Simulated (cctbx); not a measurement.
## X-rays or neutrons for the lightest atoms?

Cell a = 5.8180 Å, b = 5.8180 Å, c = 5.9050 Å, α = 90.00°, β = 90.00°, γ = 90.00°; space group P-4n2 (no. 118); content Rh2 N4 H16. The heavier atoms are placed; H is still missing.

Simulated single-crystal data (cctbx): Mo Kα, λ = 0.71073 Å, to d = 0.8 Å, 80 % of the full sphere, strongest reflection 40000 counts, noise from counting, a 3 % proportional error and a noise floor of 4 counts (s.d.); no absorption.

Refinement without H (map in e/Å³):

```text
Rint 0.022, 209 unique reflections to 0.80 A
cycle     R1     wR2    GooF  max shift (A)
   1  0.0450  0.1053   5.524   0.00029
   2  0.0120  0.0467   2.448   0.00000
final R1 0.0120 wR2 0.0467 GooF 2.448  parameters 3  data/parameter 69.7
atom        x        y        z      Ueq    occ   su(xyz)  su(Uiso or U11)
Rh1    0.00000  0.00000  0.50000   0.0146  1.000  0.00000  0.0002
N1     0.75393  0.74607  0.25000   0.0189  1.000  0.00063  0.0005
difference map: max 0.37 min -0.26 rms 0.10
Q1    0.0350  0.7859  0.7628    8    0.38  1.29 A from N1
Q2    0.1761  0.3361  0.0830    8    0.36  1.17 A from N1
Q3    0.0144  0.7942  0.2338    8    0.30  1.54 A from N1
Q4    0.0899  0.2767  0.2444    8    0.28  0.92 A from N1
Q5    0.2149  0.7149  0.7500    4    0.23  0.32 A from N1
Q6    0.1678  0.3214  0.6100    8    0.18  2.21 A from Rh1
Q7    0.1270  0.6837  0.5630    8    0.16  1.39 A from N1
Q8    0.1219  0.8334  0.8829    8    0.14  1.19 A from N1
```

Simulated single-crystal data (cctbx): neutrons of λ = 0.95 Å, to d = 0.7 Å, 80 % of the full sphere, strongest reflection 5000 counts, noise from counting, a 3 % proportional error and a noise floor of 4 counts (s.d.); no absorption.

Refinement without H (map in fm/Å³; only maxima are listed):

```text
Rint 0.040, 313 unique reflections to 0.70 A
cycle     R1     wR2    GooF  max shift (A)
   1  0.4000  0.6764  19.903   0.00000
final R1 0.4000 wR2 0.6764 GooF 19.903  parameters 3  data/parameter 104.3
atom        x        y        z      Ueq    occ   su(xyz)  su(Uiso or U11)
Rh1    0.00000  0.00000  0.50000   0.0200  1.000  0.00000  0.0039
N1     0.75110  0.74890  0.25000   0.0200  1.000  0.00715  0.0027
difference map: max 21.89 min -9.91 rms 1.81
Q1    0.0000  0.0000  0.5000    2   21.89  0.00 A from Rh1
Q2    0.2262  0.2738  0.2500    4   20.07  0.19 A from N1
Q3    0.1758  0.2220  0.7533    8    6.84  2.23 A from Rh1
Q4    0.0610  0.2861  0.7422    8    3.94  1.83 A from N1
Q5    0.1150  0.8476  0.8310    8    2.80  1.08 A from N1
Q6    0.0551  0.8498  0.5620    8    2.50  1.00 A from Rh1
Q7    0.1766  0.1692  0.9443    8    2.40  1.91 A from N1
Q8    0.0963  0.3328  0.2707    8    2.27  1.01 A from N1
```

**Question.** Where is H, and which data fix it better?

H sits at (0.3598, 0.8242, 0.9187) and (0.2143, 0.0349, 0.2308). Adding it takes R1 from 0.012 to 0.006 with X-rays and from 0.400 to 0.018 with neutrons. Its largest coordinate s.u. is 0.00576 with X-rays and 0.00028 with neutrons, so neutrons fix it better in these data. In the X-ray map Q1 and Q2 mark it. No listed neutron peak is on it. Natural H has a negative scattering length, so it shows as a hole in the neutron map (minimum -9.9), not among the maxima.

Final neutron refinement:

```text
Rint 0.040, 313 unique reflections to 0.70 A
cycle     R1     wR2    GooF  max shift (A)
   1  0.2022  0.4348  12.963   0.03303
   2  0.0184  0.0417   1.244   0.00028
final R1 0.0185 wR2 0.0417 GooF 1.244  parameters 11  data/parameter 28.5
atom        x        y        z      Ueq    occ   su(xyz)  su(Uiso or U11)
Rh1    0.00000  0.00000  0.50000   0.0150  1.000  0.00000  0.0002
N1     0.75222  0.74778  0.25000   0.0189  1.000  0.00007  0.0001
H1     0.35969  0.82416  0.91854   0.0443  1.000  0.00027  0.0003
H2     0.21424  0.03493  0.23052   0.0412  1.000  0.00028  0.0003
difference map: max 0.40 min -0.59 rms 0.07
Q1    0.1986  0.6986  0.7500    4    0.40  0.44 A from N1
Q2    0.1743  0.2307  0.2591    8    0.39  0.45 A from N1
Q3    0.2218  0.7423  0.9140    8    0.21  0.93 A from H1
Q4    0.1620  0.3255  0.5254    8    0.18  0.64 A from H1
Q5    0.0703  0.7615  0.9804    8    0.17  1.27 A from H2
Q6    0.1338  0.2259  0.7488    8    0.17  0.99 A from H2
```

The model was made for the exercise: a known structure type with other elements put in, its volume estimated, not relaxed; displacement parameters are assumed.

[Middle refinement cycles are left out of these outputs.]

[Logs are printed without paths, hosts, clocks, repeated set-up lines and the standing remarks that a program may print on its own settings, such as how far it seeks lower states.]
